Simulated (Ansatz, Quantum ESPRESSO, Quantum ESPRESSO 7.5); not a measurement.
# honeycomb AlN, 2 layers, AB' stacking in an electric field

How does honeycomb AlN, 2 layers, AB' stacking respond to a gate-like field without added charge?

Main program and level: Quantum ESPRESSO 7.5; plane-wave DFT, PBE, SG15 norm-conserving pseudopotentials (geometry and cross-check by Ansatz 0.2.0 with PAW datasets; geometry under PBE-D3(BJ)).

### 1. Set-up

The cell holds 4 atoms: 2 N and 2 Al. Its edges and angles: a = 3.130 Å, b = 3.130 Å, c = 20.300 Å, α = 90.0°, β = 90.0°, γ = 120.0°. It derives from AlN. Vacuum lies along c.

This sheet is a model structure: its symmetry is held, and its stability is not tested here.

### 2. Relaxation with Ansatz

The geometry comes first, from a plane-wave PAW code, so that the later runs on this slab share one structure.

The input, input.yaml:

```yaml
crystal:
  lattice:
    - [3.13, 0.0, 0.0]
    - [-1.565, 2.7106595138, 0.0]
    - [0.0, 0.0, 20.3]
  atoms:
    - { symbol: "N", position: [0.6666666667, 0.3333333333, 0.4187192118] }
    - { symbol: Al, position: [0.3333333333, 0.6666666667, 0.4187192118] }
    - { symbol: "N", position: [0.6666666667, 0.3333333333, 0.5812807882] }
    - { symbol: Al, position: [0.0, 0.0, 0.5812807882] }
kpoints:
  mp_grid: { grid: [12, 12, 1] }
hamiltonian:
  xc: pbe
  dispersion: d3bj
scf:
  occupations: { method: fermi_dirac, width: 0.05 }
  convergence: { dr2_threshold: 1.0e-08 }
efield:
  axis: 3
  dipole_correction: true
  ramp_position: 0.97
  ramp_width: 0.04
relax:
  f_tol: 0.01
  cell: { fix: [c, alpha, beta] }
output:
  write_potential: true
  write_density: true
  volumetric_format: npy
```

Run with:

```bash
> ansatz run input.yaml --threads 4 --pin off --max-ram 8192MiB --backend cpu --events-out ev --progress --plain --runs-dir out
```

Numbers of over 12 decimals in the logs are rounded to 6 here.

The program printed:

```text
Warning: relax.cell: scf.convergence.dr2_threshold = 1e-8 eV is looser than the 4e-10 eV advised for a relaxation that steers and ends on the stress (1e-10 eV for each atom of the cell: 4). What an SCF threshold leaves in a stress goes as its square root, and in the free energy as the threshold itself, and one threshold admits the most on a small cell: [figures from the program's tests cut] Set scf.convergence.dr2_threshold to 4e-10 eV or tighter. The threshold is an SCF's pass mark: one that does not reach it within its budget of iterations ends unconverged, or closes short of it on a stop that the run arms, and scf.convergence.dr2_threshold's page says what that costs each kind of run
Engine: ansatz 0.2.0, aarch64-unknown-linux-gnu
Pseudopotentials: kind: paw
Pseudopotential: N, paw, valence charge 5, recommended cutoff 420 eV (normal), N.paw.azcp
Pseudopotential: Al, paw, valence charge 3, recommended cutoff 420 eV (normal), Al.paw.azcp
Functional definition: PBE
  parameter kappa = 0.804
  parameter beta = 0.066725
  exchange = pbe_x(kappa = kappa, mu = beta*pi^2/3)
  correlation = pbe_c(beta = beta)
Crystal: 4 atoms, lattice volume = 172.233 Å³
Basis set: ecut = 420 eV, 3343 PW (Γ), exchange–correlation on 48×48×288 points (8 copies of the dense FFT grid, shifted against one another)
Bands: 12, of which v1, the nominal top of the filled ones, is band 8 counted from 1 (7 counted from 0)
Symmetry: 6 space group operations
k-points: 19 of 144 (time reversal used)
Non-local potential: N, projectors of the file, l = 0: 2, l = 1: 2, l = 2: 1
Non-local potential: Al, projectors of the file, l = 0: 2, l = 1: 2, l = 2: 1
PAW form: soft (Blöchl's): semilocal exchange-correlation on the pseudo side does not see the compensation charge
PAW one-centre angular grid: N, 110 points (default); XC on 64 Gauss nodes
PAW one-centre angular grid: Al, 110 points (default); XC on 64 Gauss nodes
Initial density: superposition of atomic densities (neutral atoms: chi_scale 0, normalization atom), corrected by the library's trained network
Initial wavefunctions: pseudopotential atomic-orbital guess
Functional: x = pbe(κ = 0.804, μ = 0.219515), c = pbe(β = 0.066725)
SCF iter   1: F=—  HF=-1846.914080 eV  |F-HF|=—  |Δ(HF+E_count)|=         —  Δρ=2.00e-3  dr2=2.73e-2  ethr=1.77e-3  p=-0.000 e·Å  D=-1.43e-5 V/Å  ΔV_dip=0.00 eV  dr2_dipole=9.26e-11  V_vac-E_F(+/−)=3.68/3.68 eV  ⟨swp⟩=7.4  Hψ=1781  notcnv=0
efield: sawtooth ramp at fractional position 0.9700 (set: `efield.ramp_position`, or a place that a band, a saddle search or an elastic batch's reference lends), width 0.0400; the density the first Hamiltonian is built on has a dipole p = -0.000 e·Å; the dipole correction subtracts the counter field D = -1.43e-5 V/Å, which shifts the + side's vacuum level by +0.00 eV against the − side's; the planar-averaged density in the ramp window peaks in size at 4.6e-6 e/Å³
preconditioner: auto → none  [insulator: Δε(μ)=2.082 eV  Ē_g=10.523 eV  σ=0.050 eV  W_gap=1.00  n_scr=10 (ndim 8)  ℏωp=11.3 eV  f_vac=0.615  D(μ)=0.00/eV (n_scr^D=0)  ε∞_Penn≈2.2]
SCF iter   2: F=—  HF=-1846.911849 eV  |F-HF|=—  |Δ(HF+E_count)|=   2.23e-3  Δρ=1.15e-3  dr2=9.16e-3  ethr=1.71e-4  p=-0.000 e·Å  D=-7.34e-6 V/Å  ΔV_dip=0.00 eV  dr2_dipole=2.50e-12  V_vac-E_F(+/−)=3.95/3.95 eV  ⟨swp⟩=2.5  Hψ=563  notcnv=0
SCF iter   3: F=—  HF=-1846.909725 eV  |F-HF|=—  |Δ(HF+E_count)|=   2.12e-3  Δρ=5.77e-4  dr2=3.26e-4  ethr=5.72e-5  p=-0.000 e·Å  D=-7.11e-6 V/Å  ΔV_dip=0.00 eV  dr2_dipole=8.89e-11  V_vac-E_F(+/−)=3.85/3.85 eV  ⟨swp⟩=2.0  Hψ=378  notcnv=0
SCF iter   4: F=—  HF=-1846.910297 eV  |F-HF|=—  |Δ(HF+E_count)|=   5.72e-4  Δρ=2.08e-4  dr2=6.97e-5  ethr=2.04e-6  p=0.000 e·Å  D=8.34e-6 V/Å  ΔV_dip=-0.00 eV  dr2_dipole=4.43e-10  V_vac-E_F(+/−)=3.87/3.87 eV  ⟨swp⟩=2.4  Hψ=425  notcnv=0
SCF iter   5: F=—  HF=-1846.910082 eV  |F-HF|=—  |Δ(HF+E_count)|=   2.15e-4  Δρ=3.16e-5  dr2=2.53e-6  ethr=4.36e-7  p=-0.000 e·Å  D=-1.49e-6 V/Å  ΔV_dip=0.00 eV  dr2_dipole=4.30e-11  V_vac-E_F(+/−)=3.87/3.87 eV  ⟨swp⟩=2.0  Hψ=379  notcnv=0
SCF iter   6: F=—  HF=-1846.910078 eV  |F-HF|=—  |Δ(HF+E_count)|=   4.28e-6  Δρ=1.25e-5  dr2=1.71e-7  ethr=1.58e-8  p=0.000 e·Å  D=3.12e-6 V/Å  ΔV_dip=-0.00 eV  dr2_dipole=6.52e-11  V_vac-E_F(+/−)=3.87/3.87 eV  ⟨swp⟩=2.6  Hψ=368  notcnv=0
SCF iter   7: F=—  HF=-1846.910078 eV  |F-HF|=—  |Δ(HF+E_count)|=   4.02e-7  Δρ=2.94e-6  dr2=1.85e-8  ethr=1.07e-9  p=-0.000 e·Å  D=-7.18e-6 V/Å  ΔV_dip=0.00 eV  dr2_dipole=5.32e-10  V_vac-E_F(+/−)=3.88/3.88 eV  ⟨swp⟩=2.1  Hψ=353  notcnv=0
SCF iter   8: F=—  HF=-1846.910078 eV  |F-HF|=—  |Δ(HF+E_count)|=   1.01e-8  Δρ=1.80e-6  dr2=1.31e-8  ethr=6.25e-11  p=0.000 e·Å  D=1.74e-5 V/Å  ΔV_dip=-0.00 eV  dr2_dipole=2.52e-9  V_vac-E_F(+/−)=3.88/3.88 eV  ⟨swp⟩=8.6  Hψ=1346  notcnv=0
SCF iter   9: F=-1846.910078 eV  HF=-1846.910078 eV  |F-HF|=3.00e-11  |Δ(HF+E_count)|=   3.51e-9  Δρ=5.52e-7  dr2=7.74e-10  ethr=6.25e-11  p=-0.000 e·Å  D=-5.36e-7 V/Å  ΔV_dip=0.00 eV  dr2_dipole=7.76e-12  V_vac-E_F(+/−)=3.88/3.88 eV  ⟨swp⟩=7.9  Hψ=1258  notcnv=0
SCF 1 converged in 9 iterations: F = -1846.910078 eV  dr2 = 7.74e-10
  greatest PAW one-centre occupation: 0.791 electrons in one spin orbital (limit 2), on the N atom at site 2 (counted from 0), in its partial waves of l = 0
relax step   1: F+E_penalty+E_count = -1846.91007822 eV  Δ(F+E_penalty+E_count) = +0.000e0 eV  max|allowed force component| = 2.202e-1 eV/Å  Δτ_max = 0.0000 Å  P = -0.243 GPa  Ω = 172.233 Å³  fix = [c, alpha, beta]  reactions: c +0.847 GPa  (9 SCF iters, accepted)
Crystal: 4 atoms, lattice volume = 171.616 Å³
Initial density: handed on by an earlier stage of this run
Initial wavefunctions: those handed on with the density
SCF iter   1: F=—  HF=-1847.226093 eV  |F-HF|=—  |Δ(HF+E_count)|=         —  Δρ=1.64e-2  dr2=1.01e0  ethr=3.10e-3  p=-0.000 e·Å  D=-4.28e-7 V/Å  ΔV_dip=0.00 eV  dr2_dipole=6.12e-11  V_vac-E_F(+/−)=4.02/4.02 eV  ⟨swp⟩=7.4  Hψ=1613  notcnv=0
efield: sawtooth ramp at fractional position 0.9700 (set: `efield.ramp_position`, or a place that a band, a saddle search or an elastic batch's reference lends), width 0.0400; the density the first Hamiltonian is built on has a dipole p = -0.000 e·Å; the dipole correction subtracts the counter field D = -4.28e-7 V/Å, which shifts the + side's vacuum level by +0.00 eV against the − side's; the planar-averaged density in the ramp window peaks in size at 1.5e-7 e/Å³
[...]
SCF iter   6: F=—  HF=-1846.962419 eV  |F-HF|=—  |Δ(HF+E_count)|=   5.49e-6  Δρ=6.73e-6  dr2=8.14e-8  ethr=4.95e-8  p=0.000 e·Å  D=6.51e-6 V/Å  ΔV_dip=-0.00 eV  dr2_dipole=1.87e-11  V_vac-E_F(+/−)=3.94/3.94 eV  ⟨swp⟩=2.3  Hψ=365  notcnv=0
SCF iter   7: F=-1846.962419 eV  HF=-1846.962419 eV  |F-HF|=3.13e-9  |Δ(HF+E_count)|=   1.12e-7  Δρ=1.73e-6  dr2=5.94e-9  ethr=6.25e-11  p=-0.000 e·Å  D=-5.45e-6 V/Å  ΔV_dip=0.00 eV  dr2_dipole=7.46e-10  V_vac-E_F(+/−)=3.94/3.94 eV  ⟨swp⟩=9.3  Hψ=1458  notcnv=0
SCF 3 converged in 7 iterations: F = -1846.962419 eV  dr2 = 5.94e-9
relax step   3: F+E_penalty+E_count = -1846.96241945 eV  Δ(F+E_penalty+E_count) = -1.968e-3 eV  max|allowed force component| = 5.586e-2 eV/Å  Δτ_max = 0.0377 Å  P = -0.102 GPa  Ω = 171.318 Å³  energy of the carried Pulay correction = +6.635e-4 eV  fix = [c, alpha, beta]  reactions: c +0.032 GPa  (7 SCF iters, accepted)
[...]
relax step   4: F+E_penalty+E_count = -1846.96324267 eV  Δ(F+E_penalty+E_count) = -8.232e-4 eV  max|allowed force component| = 9.989e-3 eV/Å  Δτ_max = 0.0099 Å  P = -0.025 GPa  Ω = 171.120 Å³  energy of the carried Pulay correction = +8.079e-4 eV  fix = [c, alpha, beta]  reactions: c +0.018 GPa  (7 SCF iters, accepted)
[...]
relax step   5: F+E_penalty+E_count = -1846.96248231 eV  Δ(F+E_penalty+E_count) = +7.604e-4 eV  max|allowed force component| = 1.002e-2 eV/Å  Δτ_max = 0.0000 Å  P = -0.032 GPa  Ω = 171.120 Å³  fix = [c, alpha, beta]  reactions: c +0.013 GPa  stress off target by 5.44e-2 GPa on what of the cell is left free  SCF on the basis re-selected at this cell (its energy is not comparable with the rows above)  (4 SCF iters)
[...]
relax step   6: F+E_penalty+E_count = -1846.96260571 eV  Δ(F+E_penalty+E_count) = -1.234e-4 eV  max|allowed force component| = 7.603e-4 eV/Å  Δτ_max = 0.0067 Å  P = -0.001 GPa  Ω = 171.035 Å³  energy of the carried Pulay correction = +6.255e-5 eV  fix = [c, alpha, beta]  reactions: c -0.000 GPa  (6 SCF iters, accepted)
iter 1 solved again at ethr=1.42e-7 eV; its pass at ethr=3.10e-3 eV (dr2=2.27e-5 eV) is discarded
SCF iter   1: F=—  HF=-1846.962806 eV  |F-HF|=—  |Δ(HF+E_count)|=         —  Δρ=3.02e-6  dr2=1.14e-8  ethr=1.42e-7  p=-0.000 e·Å  D=-4.32e-6 V/Å  ΔV_dip=0.00 eV  dr2_dipole=8.59e-11  V_vac-E_F(+/−)=3.97/3.97 eV  ⟨swp⟩=4.2  Hψ=2551  notcnv=0
efield: sawtooth ramp at fractional position 0.9700 (set: `efield.ramp_position`, or a place that a band, a saddle search or an elastic batch's reference lends), width 0.0400; the density the first Hamiltonian is built on has a dipole p = -0.000 e·Å; the dipole correction subtracts the counter field D = -4.32e-6 V/Å, which shifts the + side's vacuum level by +0.00 eV against the − side's; the planar-averaged density in the ramp window peaks in size at 1.2e-7 e/Å³
preconditioner: auto → none  [insulator: Δε(μ)=2.294 eV  Ē_g=10.580 eV  σ=0.050 eV  W_gap=1.00  n_scr=10 (ndim 8)  ℏωp=11.4 eV  f_vac=0.603  D(μ)=0.00/eV (n_scr^D=0)  ε∞_Penn≈2.2]
SCF iter   2: F=—  HF=-1846.962582 eV  |F-HF|=—  |Δ(HF+E_count)|=   2.25e-4  Δρ=2.14e-6  dr2=7.13e-9  ethr=6.25e-11  p=0.000 e·Å  D=2.42e-6 V/Å  ΔV_dip=-0.00 eV  dr2_dipole=8.09e-11  V_vac-E_F(+/−)=3.97/3.97 eV  ⟨swp⟩=8.8  Hψ=1958  notcnv=0
SCF iter   3: F=-1846.962582 eV  HF=-1846.962582 eV  |F-HF|=6.04e-10  |Δ(HF+E_count)|=   1.26e-9  Δρ=9.44e-7  dr2=5.91e-10  ethr=4.46e-11  p=-0.000 e·Å  D=-1.40e-6 V/Å  ΔV_dip=0.00 eV  dr2_dipole=1.63e-12  V_vac-E_F(+/−)=3.97/3.97 eV  ⟨swp⟩=5.7  Hψ=1354  notcnv=0
SCF 7 converged in 3 iterations: F = -1846.962582 eV  dr2 = 5.91e-10
relax step   7: F+E_penalty+E_count = -1846.96258182 eV  Δ(F+E_penalty+E_count) = +2.389e-5 eV  max|allowed force component| = 7.114e-4 eV/Å  Δτ_max = 0.0000 Å  P = -0.001 GPa  Ω = 171.035 Å³  fix = [c, alpha, beta]  reactions: c -0.000 GPa  stress off target by 1.35e-3 GPa on what of the cell is left free  SCF on the basis re-selected at this cell (its energy is not comparable with the rows above)  (3 SCF iters)
basis re-selected at this cell: Δ(F+E_penalty+E_count) = +2.389e-5 eV, ΔP = -0.000 GPa vs the last step (what re-selecting the basis moved, of the pressure what is left beyond the Pulay correction that the steps carried, after the strain that the cell walked since its last selection, with what the two solves' SCF thresholds leave and, on support functions, any second-order correction that the steps lacked; it is no m [...]
WARN: The output density's exchange-correlation potential varies sharply where the density is thin. Do not read a vacuum level from v_tot or v_xc, or from such a field of the output density. On a cell that repeats whose density bears no net charge and no dipole along the vacuum's axis use v_es (v_loc + v_h of the components); under efield.dipole_correction with no amplitude use v_es + v_field, which holds any externa [...]
SCF converged after 3 iterations
Free energy (F): -1846.962582 eV
Harris-Foulkes:  -1846.962582 eV  (|F-HF|=6.04e-10)
Internal energy: -1846.962582 eV  (E = F + TS)
E sigma→0 (E₀):  -1846.962582 eV
Fermi energy:    -0.923471 eV
Dipole field:    D = 0.000000 V/Å  (p = 0.000000 e·Å, saw-weighted, corrected)
Work function:   Φ+ = 3.9748 eV   Φ− = 3.9748 eV
Levels:          The Fermi level and band energies are counted from a zero that moves with the ramp; work functions are not
--- Per-component energies (eV) ---
  E_band       = -113.065719
  E_kinetic    = 312.172601
  E_local      = -4832.075540  (includes V_loc(G=0)·N_el)
  E_nonlocal   = 112.142699
  E_hartree    = 2276.305907
  E_xc         = -200.378660
  E_vxc        = -211.277198  (∫ρ·V_xc dr)
  E_paw        = -1190.456758  (= ΣΔE_a)
  E_vpaw       = -46.640486  (= ΣTr[D̂ρ^β])
  E_aug_tail   = 0.000189  (compensation charges beyond the density's cutoff)
  E_efield     = 0.000000  (sawtooth field / dipole correction)
  E_vefield    = -0.000001  (∫n·V_field dr)
  E_ewald      = 1675.844267
  E_disp       = -0.517286  (pairwise vdW)
  E_smearing   = -0.000000  (= −TS)
  E_closure    = 0.000000  (closes the sum)
  Σ components = -1846.962582   (vs F -1846.962582, Δ=0.00e0)
--- Forces (eV/Å), atoms counted from 1 ---
  atom   1  N      0.00000000    -0.00000000    -0.00071227
  atom   2  Al     0.00000000     0.00000000    -0.00041926
  atom   3  N      0.00000000     0.00000000     0.00068503
  atom   4  Al     0.00000000    -0.00000000     0.00044291
  max |Σ_I F_I| component: 3.59e-6 eV/Å
--- Stress (GPa, compression-positive) ---
       -0.001349       0.000000       0.000000
        0.000000      -0.001349      -0.000000
        0.000000      -0.000000      -0.000210
  P = ⅓ Tr σ = -0.0010 GPa (-0.010 kbar)
--- Band table (eV; the first three rows and the last of 19) ---
  k-point 0: bands = [... 4 lower, -3.0612, -3.0612, -3.0366, -3.0366, 0.1832, 1.6089, 2.7678, 3.4598]
  k-point 1: bands = [... 4 lower, -3.4605, -3.3892, -3.1179, -3.0914, 0.4739, 1.8166, 2.8938, 3.6624]
  k-point 2: bands = [... 4 lower, -4.2805, -3.7295, -3.2669, -3.2360, 1.1074, 2.2951, 3.2078, 4.0086]
  k-point 18: bands = [... 4 lower, -5.9380, -5.9380, -2.5623, -2.1105, 3.3794, 3.3794, 5.3458, 5.3459]
--- Relaxed structure (5 steps of the walk, 5 accepted, 2 SCFs on fresh bases) ---
  F+E_penalty+E_count = -1846.96258182 eV   max|allowed force component| = 7.114e-4 eV/Å   (the final SCF, on the basis selected at the relaxed cell)
  cell:  # Å, volume = 171.0346 Å³
    - [3.119095, -8.071142072877336e-19, 0]
    - [-1.559548, 2.701216, 0]
    - [0, 0, 20.3]
  atoms:
    - { symbol: N, position: [0.666667, 0.333333, 0.407514] }
    - { symbol: Al, position: [0.333333, 0.666667, 0.408058] }
    - { symbol: N, position: [0.666667, 0.333333, 0.592486] }
    - { symbol: Al, position: [-3.7499314873743434e-17, -1.850371707600889e-17, 0.591942] }
```

It took 6.9 s on 4 threads of Arm Neoverse V2, shared host; peak memory 0.4 GiB; 24 s of CPU time.

Step by step:

| step | energy less that of the first step (eV) | largest force component (eV/Å) | pressure (GPa) | volume (Å³) |
| --- | --- | --- | --- | --- |
| 1 | 0.0000 | 0.2202 | -0.24 | 172.23 |
| 2 | -0.0504 | 0.0789 | -0.21 | 171.62 |
| 3 | -0.0523 | 0.0559 | -0.10 | 171.32 |
| 4 | -0.0532 | 0.0100 | -0.03 | 171.12 |
| 5* | -0.0524 | 0.0100 | -0.03 | 171.12 |
| 6 | -0.0525 | 0.0008 | 0.00 | 171.03 |
| 7* | -0.0525 | 0.0007 | 0.00 | 171.03 |

Relaxation steps marked * repeat the geometry before them on a plane-wave basis chosen anew for their cell, so energy and pressure can jump there.

| cell as run | before | after | change |
| --- | --- | --- | --- |
| a (Å) | 3.130 | 3.119 | -0.3 % |
| b (Å) | 3.130 | 3.119 | -0.3 % |

The atoms that moved most (Å, along periodic axes as changes of fractional coordinates times the final cell, across vacuum about the mean position):

| atom | dx | dy | dz | length |
| --- | --- | --- | --- | --- |
| N3 | 0.000 | 0.000 | 0.227 | 0.227 |
| N1 | 0.000 | 0.000 | -0.227 | 0.227 |
| Al2 | 0.000 | 0.000 | -0.216 | 0.216 |
| Al4 | 0.000 | 0.000 | 0.216 | 0.216 |

Final coordinates:

```xyz
4
Lattice="3.1191 0.0000 0.0000 -1.5595 2.7012 0.0000 0.0000 0.0000 20.3000" Properties=species:S:1:pos:R:3
N     1.5595    0.9004    8.2725
Al    0.0000    1.8008    8.2836
N     1.5595    0.9004   12.0275
Al    0.0000    0.0000   12.0164
```

This step gave:

| Quantity | Value |
| --- | --- |
| free energy | -1846.9626 eV |
| Fermi energy | -0.9235 eV |
| gap by band count | 2.294 eV |
| symmetry operations | 6 |
| dipole along the normal | 4.30e-7 e·Å |
| vacuum level at the upper face over a Fermi level inside the gap | 3.975 eV |
| vacuum level at the lower face over a Fermi level inside the gap | 3.975 eV |

[end of part 1 of 5]

[Logs are printed without paths, hosts, clocks, repeated set-up lines and the standing remarks that a program may print on its own settings, such as how far it seeks lower states.]

[Hosts, paths, dates, database ids (printed as entryN), source tags and the programs' standing remarks are cut or masked in the printed files.]

[Maps of the electrostatic potential energy from Ansatz leave out the sawtooth potential of an applied field or a dipole correction, so their vacuum need not be flat; planar profiles and work functions include it.]
